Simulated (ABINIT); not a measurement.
Planning a run of ABINIT 10.8.3 on KI (Fm-3m). The input:

```
acell 3*1.0 Angstrom
rprim 
  0.000000000000 3.532775000000 3.532775000000
  3.532775000000 0.000000000000 3.532775000000
  3.532775000000 3.532775000000 -0.000000000000
ntypat 2
znucl 19 53
natom 2
typat 1 2
xred 
  0.000000000000 0.000000000000 0.000000000000
  0.500000000000 0.500000000000 0.500000000000
pp_dirpath "pseudos"
pseudos "K.upf, I.upf"
ecut 33
nspinor 2
ngkpt 2 2 2
nshiftk 1
shiftk 0 0 0
kptopt 1
chksymbreak 0
iscf -2
irdden 1
istwfk *1
nband 112
nbdbuf 10
tolwfr 1e-09
nstep 60
prtvol 0
indata_prefix "in"
outdata_prefix "out"
tmpdata_prefix "tmp"
```

```sh
OMP_NUM_THREADS=1 mpirun -n 4 abinit run.abi > log
```

Question: How long will it take on 4 MPI ranks of Arm Neoverse V1, shared host, and how much memory?

It took 66 s; on shared hardware allow 33 s to 2.2 min. Peak host memory was 0.38 GiB.

[Paths, hosts, dates, memory and timing lines, banners, echoed tables and standing remarks are left out of the program output.]

[Logs are printed without paths, hosts, clocks, repeated set-up lines and the standing remarks that a program may print on its own settings, such as how far it seeks lower states.]

[Runs of the session that timed out or met a known fault of the program may be left out.]

[Hosts, paths, dates, database ids (printed as entryN), source tags and the programs' standing remarks are cut or masked in the printed files.]

[G0W0 gaps are taken among the corrected bands and points alone; a level outside them can change the order at an edge.]

[Where Ansatz stands beside ABINIT at settings called matched, ABINIT's density can come from a denser mesh and the files from another edition; pairs whose starting gaps differed by over 0.03 eV were left out, so agreement reads better than it is.]
